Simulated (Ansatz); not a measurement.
## La on Ru(0001): change of the work function

Wanted: Δφ(θ) for La/Ru(0001), starting from the fcc site.

Method: plane-wave DFT, PBE, Ansatz PAW, in Ansatz 0.2.0.

### Step 1. The starting structure

The cell holds 4 atoms: 4 Ru. Cell: a = 2.700 Å, b = 2.700 Å, c = 24.415 Å, α = 90.0°, β = 90.0°, γ = 60.0°. Vacuum lies along c.

### Step 2. The clean slab

The bare slab comes first, as the zero from which every change is counted. The two lowest layers are held at bulk places and the upper ones relax. The dipole correction removes the false field that a one-sided slab makes across the periodic vacuum, so each face gets a flat vacuum level of its own.

input.yaml reads:

```yaml
crystal:
  lattice:
    - [2.7, 0.0, 0.0]
    - [1.35, 2.3382685902, 0.0]
    - [0.0, 0.0, 24.4152]
  atoms:
    - { symbol: Ru, position: [0.6666666667, 0.6666666667, 0.3686228251] }
    - { symbol: Ru, position: [0.0, 0.0, 0.4562076084] }
    - { symbol: Ru, position: [0.6666666667, 0.6666666667, 0.5437923916] }
    - { symbol: Ru, position: [0.0, 0.0, 0.6313771749] }
kpoints:
  mp_grid: { grid: [12, 12, 1] }
hamiltonian:
  xc: pbe
scf:
  occupations: { method: fermi_dirac, width: 0.1 }
  convergence: { dr2_threshold: 1.0e-08 }
efield:
  axis: 3
  dipole_correction: true
  ramp_position: 0.97
  ramp_width: 0.06
relax:
  f_tol: 0.02
  max_steps: 60
  constraints: [{ sites: [0, 1] }]
output:
  write_potential: true
  write_density: true
  volumetric_format: npy
```

Started as:

```sh
ansatz run input.yaml --threads 4 --pin off --max-ram 16384MiB --backend cpu --events-out ev --progress --plain --runs-dir out
```

What it wrote:

```text
Engine: ansatz 0.2.0, aarch64-unknown-linux-gnu
Pseudopotentials: kind: paw
Pseudopotential: Ru, paw, valence charge 16, recommended cutoff 420 eV (normal), Ru.paw.azcp
Functional definition: PBE
  parameter kappa = 0.804
  parameter beta = 0.066725
  exchange = pbe_x(kappa = kappa, mu = beta*pi^2/3)
  correlation = pbe_c(beta = beta)
Crystal: 4 atoms, lattice volume = 154.141 Å³
Basis set: ecut = 420 eV, 3063 PW (Γ), exchange–correlation on 40×40×360 points (8 copies of the dense FFT grid, shifted against one another)
Bands: 39, of which v1, the nominal top of the filled ones, is band 32 counted from 1 (31 counted from 0)
Symmetry: 6 space group operations
k-points: 19 of 144 (time reversal used)
Non-local potential: Ru, projectors of the file, l = 0: 3, l = 1: 2, l = 2: 2, l = 3: 1
PAW form: soft (Blöchl's): semilocal exchange-correlation on the pseudo side does not see the compensation charge
PAW one-centre angular grid: Ru, 590 points (default); XC on 64 Gauss nodes
Initial density: superposition of atomic densities (neutral atoms: chi_scale 0, normalization atom), corrected by the library's trained network
Initial wavefunctions: pseudopotential atomic-orbital guess
Functional: x = pbe(κ = 0.804, μ = 0.219515), c = pbe(β = 0.066725)
SCF iter   1: F=—  HF=-23512.726011 eV  |F-HF|=—  |Δ(HF+E_count)|=         —  Δρ=8.02e-3  dr2=4.20e-1  ethr=1.77e-3  p=0.000 e·Å  D=2.55e-14 V/Å  ΔV_dip=-0.00 eV  dr2_dipole=4.18e-8  V_vac-E_F(+/−)=4.75/4.75 eV  ⟨swp⟩=7.4  Hψ=3258  notcnv=0
efield: sawtooth ramp at fractional position 0.9700 (set: `efield.ramp_position`, or a place that a band, a saddle search or an elastic batch's reference lends), width 0.0600; the density the first Hamiltonian is built on has a dipole p = 0.000 e·Å; the dipole correction subtracts the counter field D = 2.55e-14 V/Å, which shifts the + side's vacuum level by -0.00 eV against the − side's; the planar-averaged density in the ramp window peaks in size at 5.1e-6 e/Å³
preconditioner: auto → LDOS  [metal: Δε(μ)=0.040 eV  Ē_g=4.722 eV  σ=0.100 eV  W_gap=0.10  n_scr=18 (ndim 8)  ℏωp=16.9 eV  f_vac=0.584  D(μ)=4.50/eV (n_scr^D=16)  β→1.0]
SCF iter   2: F=—  HF=-23512.720745 eV  |F-HF|=—  |Δ(HF+E_count)|=   5.27e-3  Δρ=3.31e-3  dr2=3.80e-2  ethr=6.57e-4  p=-0.000 e·Å  D=-1.91e-5 V/Å  ΔV_dip=0.00 eV  dr2_dipole=4.73e-7  V_vac-E_F(+/−)=5.00/5.00 eV  ⟨swp⟩=1.5  Hψ=919  notcnv=0
SCF iter   3: F=—  HF=-23512.717886 eV  |F-HF|=—  |Δ(HF+E_count)|=   2.86e-3  Δρ=6.79e-4  dr2=8.55e-4  ethr=5.94e-5  p=-0.000 e·Å  D=-7.45e-6 V/Å  ΔV_dip=0.00 eV  dr2_dipole=3.12e-7  V_vac-E_F(+/−)=5.05/5.05 eV  ⟨swp⟩=2.0  Hψ=932  notcnv=0
SCF iter   4: F=—  HF=-23512.717814 eV  |F-HF|=—  |Δ(HF+E_count)|=   7.16e-5  Δρ=1.58e-4  dr2=1.09e-4  ethr=1.34e-6  p=-0.000 e·Å  D=-6.72e-6 V/Å  ΔV_dip=0.00 eV  dr2_dipole=3.71e-8  V_vac-E_F(+/−)=5.07/5.07 eV  ⟨swp⟩=2.1  Hψ=1171  notcnv=0
SCF iter   5: F=—  HF=-23512.717807 eV  |F-HF|=—  |Δ(HF+E_count)|=   7.22e-6  Δρ=5.25e-5  dr2=8.28e-6  ethr=1.71e-7  p=0.000 e·Å  D=1.09e-6 V/Å  ΔV_dip=-0.00 eV  dr2_dipole=6.52e-10  V_vac-E_F(+/−)=5.08/5.08 eV  ⟨swp⟩=2.2  Hψ=1114  notcnv=0
SCF iter   6: F=—  HF=-23512.717808 eV  |F-HF|=—  |Δ(HF+E_count)|=   7.84e-7  Δρ=2.85e-5  dr2=1.76e-6  ethr=1.29e-8  p=-0.000 e·Å  D=-2.98e-6 V/Å  ΔV_dip=0.00 eV  dr2_dipole=1.16e-11  V_vac-E_F(+/−)=5.09/5.09 eV  ⟨swp⟩=3.0  Hψ=1433  notcnv=0
SCF iter   7: F=—  HF=-23512.717807 eV  |F-HF|=—  |Δ(HF+E_count)|=   1.27e-7  Δρ=8.99e-6  dr2=2.28e-7  ethr=2.75e-9  p=0.000 e·Å  D=5.84e-8 V/Å  ΔV_dip=-0.00 eV  dr2_dipole=4.45e-11  V_vac-E_F(+/−)=5.09/5.09 eV  ⟨swp⟩=2.5  Hψ=1217  notcnv=0
SCF iter   8: F=—  HF=-23512.717808 eV  |F-HF|=—  |Δ(HF+E_count)|=   1.93e-7  Δρ=3.54e-6  dr2=2.81e-8  ethr=3.56e-10  p=-0.000 e·Å  D=-1.02e-7 V/Å  ΔV_dip=0.00 eV  dr2_dipole=1.70e-14  V_vac-E_F(+/−)=5.09/5.09 eV  ⟨swp⟩=2.8  Hψ=1346  notcnv=0
SCF iter   9: F=-23512.717808 eV  HF=-23512.717808 eV  |F-HF|=1.65e-9  |Δ(HF+E_count)|=   2.22e-8  Δρ=1.12e-6  dr2=1.93e-9  ethr=1.56e-11  p=-0.000 e·Å  D=-1.49e-7 V/Å  ΔV_dip=0.00 eV  dr2_dipole=2.06e-13  V_vac-E_F(+/−)=5.09/5.09 eV  ⟨swp⟩=10.6  Hψ=5507  notcnv=0
SCF 1 converged in 9 iterations: F = -23512.717808 eV  dr2 = 1.93e-9
  greatest PAW one-centre occupation: 0.998 electrons in one spin orbital (limit 2), on the Ru atom at site 3 (counted from 0), in its partial waves of l = 0
relax step   1: F+E_penalty+E_count = -23512.71780769 eV  Δ(F+E_penalty+E_count) = +0.000e0 eV  max|allowed force component| = 5.365e-1 eV/Å  Δτ_max = 0.0000 Å  (9 SCF iters, accepted)
Initial density: handed on by an earlier stage of this run
Initial wavefunctions: those handed on with the density
iter 1 solved again at ethr=2.79e-4 eV; its pass at ethr=3.10e-3 eV (dr2=1.79e-1 eV) is discarded
SCF iter   1: F=—  HF=-23512.732681 eV  |F-HF|=—  |Δ(HF+E_count)|=         —  Δρ=4.18e-3  dr2=1.61e-1  ethr=2.79e-4  p=-0.000 e·Å  D=-3.92e-8 V/Å  ΔV_dip=0.00 eV  dr2_dipole=5.05e-2  V_vac-E_F(+/−)=5.08/5.08 eV  ⟨swp⟩=1.4  Hψ=2246  notcnv=0
efield: sawtooth ramp at fractional position 0.9700 (set: `efield.ramp_position`, or a place that a band, a saddle search or an elastic batch's reference lends), width 0.0600; the density the first Hamiltonian is built on has a dipole p = -0.000 e·Å; the dipole correction subtracts the counter field D = -3.92e-8 V/Å, which shifts the + side's vacuum level by +0.00 eV against the − side's; the planar-averaged density in the ramp window peaks in size at 1.2e-6 e/Å³
preconditioner: auto → LDOS  [metal: Δε(μ)=0.011 eV  Ē_g=4.777 eV  σ=0.100 eV  W_gap=0.03  n_scr=18 (ndim 8)  ℏωp=16.9 eV  f_vac=0.589  D(μ)=4.80/eV (n_scr^D=18)  β→1.0]
SCF iter   2: F=—  HF=-23512.729634 eV  |F-HF|=—  |Δ(HF+E_count)|=   3.05e-3  Δρ=1.47e-3  dr2=8.73e-3  ethr=2.51e-4  p=0.001 e·Å  D=1.54e-3 V/Å  ΔV_dip=-0.04 eV  dr2_dipole=1.08e-3  V_vac-E_F(+/−)=5.04/5.07 eV  ⟨swp⟩=1.8  Hψ=865  notcnv=0
SCF iter   3: F=—  HF=-23512.729688 eV  |F-HF|=—  |Δ(HF+E_count)|=   5.40e-5  Δρ=1.46e-3  dr2=8.06e-3  ethr=1.36e-5  p=0.002 e·Å  D=1.78e-3 V/Å  ΔV_dip=-0.04 eV  dr2_dipole=1.74e-4  V_vac-E_F(+/−)=5.04/5.08 eV  ⟨swp⟩=2.9  Hψ=1565  notcnv=0
SCF iter   4: F=—  HF=-23512.727755 eV  |F-HF|=—  |Δ(HF+E_count)|=   1.93e-3  Δρ=1.69e-4  dr2=7.46e-5  ethr=1.26e-5  p=0.001 e·Å  D=1.75e-3 V/Å  ΔV_dip=-0.04 eV  dr2_dipole=2.30e-6  V_vac-E_F(+/−)=5.03/5.07 eV  ⟨swp⟩=2.4  Hψ=1137  notcnv=0
SCF iter   5: F=—  HF=-23512.727757 eV  |F-HF|=—  |Δ(HF+E_count)|=   2.03e-6  Δρ=6.38e-5  dr2=1.06e-5  ethr=1.17e-7  p=0.001 e·Å  D=1.73e-3 V/Å  ΔV_dip=-0.04 eV  dr2_dipole=2.00e-7  V_vac-E_F(+/−)=5.03/5.07 eV  ⟨swp⟩=3.2  Hψ=1576  notcnv=0
SCF iter   6: F=—  HF=-23512.727763 eV  |F-HF|=—  |Δ(HF+E_count)|=   5.90e-6  Δρ=2.64e-5  dr2=1.28e-6  ethr=1.66e-8  p=0.001 e·Å  D=1.75e-3 V/Å  ΔV_dip=-0.04 eV  dr2_dipole=6.23e-9  V_vac-E_F(+/−)=5.03/5.07 eV  ⟨swp⟩=2.3  Hψ=1096  notcnv=0
SCF iter   7: F=—  HF=-23512.727764 eV  |F-HF|=—  |Δ(HF+E_count)|=   6.93e-7  Δρ=6.73e-6  dr2=1.28e-7  ethr=2.01e-9  p=0.002 e·Å  D=1.77e-3 V/Å  ΔV_dip=-0.04 eV  dr2_dipole=1.80e-8  V_vac-E_F(+/−)=5.03/5.07 eV  ⟨swp⟩=3.2  Hψ=1481  notcnv=0
SCF iter   8: F=—  HF=-23512.727764 eV  |F-HF|=—  |Δ(HF+E_count)|=   1.54e-7  Δρ=2.57e-6  dr2=1.73e-8  ethr=2.01e-10  p=0.002 e·Å  D=1.76e-3 V/Å  ΔV_dip=-0.04 eV  dr2_dipole=5.74e-11  V_vac-E_F(+/−)=5.03/5.07 eV  ⟨swp⟩=2.6  Hψ=1265  notcnv=0
SCF iter   9: F=-23512.727764 eV  HF=-23512.727764 eV  |F-HF|=1.10e-8  |Δ(HF+E_count)|=   8.54e-8  Δρ=8.42e-7  dr2=1.45e-9  ethr=1.56e-11  p=0.002 e·Å  D=1.77e-3 V/Å  ΔV_dip=-0.04 eV  dr2_dipole=8.76e-11  V_vac-E_F(+/−)=5.03/5.07 eV  ⟨swp⟩=10.9  Hψ=5451  notcnv=0
SCF 2 converged in 9 iterations: F = -23512.727764 eV  dr2 = 1.45e-9
relax step   2: F+E_penalty+E_count = -23512.72776402 eV  Δ(F+E_penalty+E_count) = -9.956e-3 eV  max|allowed force component| = 2.640e-1 eV/Å  Δτ_max = 0.0631 Å  (9 SCF iters, accepted)
SCF iter   1: F=—  HF=-23512.732127 eV  |F-HF|=—  |Δ(HF+E_count)|=         —  Δρ=2.15e-3  dr2=4.13e-2  ethr=5.39e-4  p=0.002 e·Å  D=1.77e-3 V/Å  ΔV_dip=-0.04 eV  dr2_dipole=1.13e-2  V_vac-E_F(+/−)=5.03/5.08 eV  ⟨swp⟩=2.5  Hψ=1222  notcnv=0
efield: sawtooth ramp at fractional position 0.9700 (set: `efield.ramp_position`, or a place that a band, a saddle search or an elastic batch's reference lends), width 0.0600; the density the first Hamiltonian is built on has a dipole p = 0.002 e·Å; the dipole correction subtracts the counter field D = 1.77e-3 V/Å, which shifts the + side's vacuum level by -0.04 eV against the − side's; the planar-averaged density in the ramp window peaks in size at 1.5e-6 e/Å³
preconditioner: auto → LDOS  [metal: Δε(μ)=0.014 eV  Ē_g=4.748 eV  σ=0.100 eV  W_gap=0.03  n_scr=18 (ndim 8)  ℏωp=16.9 eV  f_vac=0.586  D(μ)=4.73/eV (n_scr^D=18)  β→1.0]
SCF iter   2: F=—  HF=-23512.731430 eV  |F-HF|=—  |Δ(HF+E_count)|=   6.97e-4  Δρ=7.28e-4  dr2=2.45e-3  ethr=6.45e-5  p=0.001 e·Å  D=1.56e-3 V/Å  ΔV_dip=-0.04 eV  dr2_dipole=5.81e-4  V_vac-E_F(+/−)=5.04/5.08 eV  ⟨swp⟩=1.3  Hψ=911  notcnv=0
SCF iter   3: F=—  HF=-23512.731343 eV  |F-HF|=—  |Δ(HF+E_count)|=   8.72e-5  Δρ=6.75e-4  dr2=1.60e-3  ethr=3.83e-6  p=0.001 e·Å  D=1.09e-3 V/Å  ΔV_dip=-0.03 eV  dr2_dipole=1.21e-4  V_vac-E_F(+/−)=5.05/5.07 eV  ⟨swp⟩=3.1  Hψ=1548  notcnv=0
SCF iter   4: F=—  HF=-23512.731020 eV  |F-HF|=—  |Δ(HF+E_count)|=   3.23e-4  Δρ=9.48e-5  dr2=2.67e-5  ethr=2.50e-6  p=0.001 e·Å  D=1.20e-3 V/Å  ΔV_dip=-0.03 eV  dr2_dipole=7.96e-8  V_vac-E_F(+/−)=5.05/5.07 eV  ⟨swp⟩=2.0  Hψ=1076  notcnv=0
SCF iter   5: F=—  HF=-23512.731020 eV  |F-HF|=—  |Δ(HF+E_count)|=   6.03e-7  Δρ=2.91e-5  dr2=1.95e-6  ethr=4.17e-8  p=0.001 e·Å  D=1.21e-3 V/Å  ΔV_dip=-0.03 eV  dr2_dipole=2.55e-7  V_vac-E_F(+/−)=5.04/5.07 eV  ⟨swp⟩=3.1  Hψ=1467  notcnv=0
SCF iter   6: F=—  HF=-23512.731025 eV  |F-HF|=—  |Δ(HF+E_count)|=   4.88e-6  Δρ=1.06e-5  dr2=2.20e-7  ethr=3.05e-9  p=0.001 e·Å  D=1.21e-3 V/Å  ΔV_dip=-0.03 eV  dr2_dipole=2.08e-9  V_vac-E_F(+/−)=5.05/5.07 eV  ⟨swp⟩=2.2  Hψ=1072  notcnv=0
SCF iter   7: F=—  HF=-23512.731026 eV  |F-HF|=—  |Δ(HF+E_count)|=   3.04e-7  Δρ=3.59e-6  dr2=4.54e-8  ethr=3.44e-10  p=0.001 e·Å  D=1.20e-3 V/Å  ΔV_dip=-0.03 eV  dr2_dipole=5.43e-9  V_vac-E_F(+/−)=5.05/5.07 eV  ⟨swp⟩=2.9  Hψ=1360  notcnv=0
SCF iter   8: F=-23512.731026 eV  HF=-23512.731026 eV  |F-HF|=2.10e-8  |Δ(HF+E_count)|=   4.07e-8  Δρ=1.12e-6  dr2=4.97e-9  ethr=1.56e-11  p=0.001 e·Å  D=1.20e-3 V/Å  ΔV_dip=-0.03 eV  dr2_dipole=1.47e-10  V_vac-E_F(+/−)=5.05/5.08 eV  ⟨swp⟩=10.9  Hψ=5658  notcnv=0
SCF 3 converged in 8 iterations: F = -23512.731026 eV  dr2 = 4.97e-9
relax step   3: F+E_penalty+E_count = -23512.73102571 eV  Δ(F+E_penalty+E_count) = -3.262e-3 eV  max|allowed force component| = 1.726e-2 eV/Å  Δτ_max = 0.0292 Å  (8 SCF iters, accepted)
NSCF: frozen V_eff on 19 k-points
the band table was solved once a step of the walk had ended and its energy, with any forces and stress, was formed, with the checks that follow a solve (3207 applications of the Hamiltonian). They found nothing against the state; the energy, forces and stress were not computed again (output.eigenvalues in the input reference)
WARN: The input density's exchange-correlation potential varies sharply where the density is thin. Do not read a vacuum level from v_tot or v_xc, or from such a field of the output density. On a cell that repeats whose density bears no net charge and no dipole along the vacuum's axis use v_es (v_loc + v_h of the components); under efield.dipole_correction with no amplitude use v_es + v_field, which holds any external [...]
SCF converged after 8 iterations
Free energy (F): -23512.731026 eV
Harris-Foulkes:  -23512.731026 eV  (|F-HF|=2.10e-8)
Internal energy: -23512.573717 eV  (E = F + TS)
E sigma→0 (E₀):  -23512.652371 eV
Entropy (-TS):   -0.157309 eV (-39.327 meV/atom)
Fermi energy:    5.070094 eV
Dipole field:    D = 0.001218 V/Å  (p = 0.001038 e·Å, saw-weighted, corrected)
Work function:   Φ+ = 5.0457 eV   Φ− = 5.0754 eV
Levels:          The Fermi level and band energies are counted from a zero that moves with the ramp; work functions are not
--- Per-component energies (eV) ---
  E_band       = -1382.396250
  E_kinetic    = 2053.424202
  E_local      = -108450.119539  (includes V_loc(G=0)·N_el)
  E_nonlocal   = 1374.134429
  E_hartree    = 52740.331170
  E_xc         = -759.224491
  E_vxc        = -952.769082  (∫ρ·V_xc dr)
  E_paw        = -13843.557206  (= ΣΔE_a)
  E_vpaw       = -887.740778  (= ΣTr[D̂ρ^β])
  E_aug_tail   = -0.000773  (compensation charges beyond the density's cutoff)
  E_efield     = 0.000001  (sawtooth field / dipole correction)
  E_vefield    = 0.000284  (∫n·V_field dr)
  E_ewald      = 43372.438490
  E_smearing   = -0.157309  (= −TS)
  E_closure    = -0.000000  (closes the sum)
  Σ components = -23512.731026   (vs F -23512.731026, Δ=0.00e0)
--- Forces (eV/Å), atoms counted from 1 ---
  atom   1  Ru     0.00000000    -0.00000000     0.47191100
  atom   2  Ru    -0.00000000     0.00000000    -0.45864794
  atom   3  Ru    -0.00000000    -0.00000000    -0.01725956
  atom   4  Ru    -0.00000000    -0.00000000     0.00398370
  max |Σ_I F_I| component: 1.28e-5 eV/Å
--- Band table (eV; the first three rows and the last of 19) ---
  k-point 0: bands = [... 28 lower, 3.1032, 3.1032, 3.3035, 4.2564, 4.2564, 5.1708, 5.2356, 5.2356, ... 3 higher]
  k-point 1: bands = [... 28 lower, 3.1352, 3.2707, 3.3655, 4.0857, 4.2001, 4.6895, 4.9614, 5.1771, ... 3 higher]
  k-point 2: bands = [... 28 lower, 3.2004, 3.4733, 3.6256, 3.7607, 4.0789, 4.3168, 4.8058, 5.0858, ... 3 higher]
  k-point 18: bands = [... 28 lower, 3.0217, 3.8651, 4.4540, 5.7029, 5.7380, 5.7613, 6.1990, 6.2368, ... 3 higher]
--- Relaxed structure (3 steps of the walk, 3 accepted, 0 SCFs on fresh bases) ---
  F+E_penalty+E_count = -23512.73102571 eV   max|allowed force component| = 1.726e-2 eV/Å
  atoms:
    - { symbol: Ru, position: [0.666667, 0.666667, 0.3686228251] }
    - { symbol: Ru, position: [0.0, 0.0, 0.456208] }
    - { symbol: Ru, position: [0.666667, 0.666667, 0.544587] }
    - { symbol: Ru, position: [-1.393648e-18, 0, 0.629989] }
```

The job ended after 12 s (4 threads of Arm Neoverse V1, shared host; peak memory 0.46 GiB; 42 s of CPU time).

Reading the cycles: dr2 is the Hartree energy of the density residual (eV), the measure of convergence; HF is the Harris–Foulkes estimate of the energy, which meets the free energy F at convergence.

The steps of the relaxation:

```csv
step,energy less that of the first step (eV),largest force component (eV/Å)
1,0.0000,0.5365
2,-0.0100,0.2640
3,-0.0132,0.0173
```

Forces are held to the 6 operations that the program found; a distortion that breaks them can't arise in this run.

The atoms that moved most (Å):

```csv
atom,dx,dy,dz,length
Ru4,0.000,0.000,-0.034,0.034
Ru3,0.000,0.000,0.019,0.019
```

Final coordinates:

```cif
data_structure
_symmetry_space_group_name_H-M 'P 1'
_symmetry_Int_Tables_number 1
_cell_length_a 2.7000
_cell_length_b 2.7000
_cell_length_c 24.4152
_cell_angle_alpha 90.000
_cell_angle_beta 90.000
_cell_angle_gamma 60.000
_cell_volume 154.14
loop_
_atom_site_label
_atom_site_type_symbol
_atom_site_fract_x
_atom_site_fract_y
_atom_site_fract_z
_atom_site_occupancy
Ru1 Ru 0.66667 0.66667 0.36862 1
Ru2 Ru 0.00000 0.00000 0.45621 1
Ru3 Ru 0.66667 0.66667 0.54459 1
Ru4 Ru 0.00000 0.00000 0.62999 1
```

Read from the output:

```yaml
energy_at_zero_smearing: -23512.6524 eV
work_function_upper_face: 5.046 eV
work_function_lower_face: 5.075 eV
dipole_along_the_normal: 0.001038 e·Å
step_between_the_vacuum_levels: -0.02975 eV
```

Running mean over 2.138 Å of the planar mean; the ramp of the sawtooth is left out. Electron's electrostatic potential energy less the Fermi level against z:

z (Å), electron's electrostatic potential energy less the Fermi level (eV) and a bar from the least value:
```
        3        5.1 ##############################
        4        5.1 ##############################
        5        5.1 ##############################
        6        5.0 ##############################
        7        3.9 ############################
        8       -6.3 #############
        9      -14.2 ##
       10      -14.6 #
       11      -14.8 #
       12      -14.6 #
       13      -14.9 #
       14      -15.4 
       15      -14.8 #
       16      -11.4 ######
       17        1.8 #########################
       18        4.8 ##############################
       19        5.0 ##############################
       20        5.0 ##############################
       21        5.0 ##############################
```

The relaxation took 3 steps and lowered the energy by 0.013 eV; the largest force on the free atoms ends at 0.017 eV/Å.

The work function of the upper face is 5.05 eV.

[end of part 1 of 3]

[Long decimals in the printed logs are rounded to 6 places.]

[Logs are printed without paths, hosts, clocks, repeated set-up lines and the standing remarks that a program may print on its own settings, such as how far it seeks lower states.]

[Hosts, paths, dates, database ids (printed as entryN), source tags and the programs' standing remarks are cut or masked in the printed files.]

[Maps of the electrostatic potential energy from Ansatz leave out the sawtooth potential of an applied field or a dipole correction, so their vacuum need not be flat; planar profiles and work functions include it.]
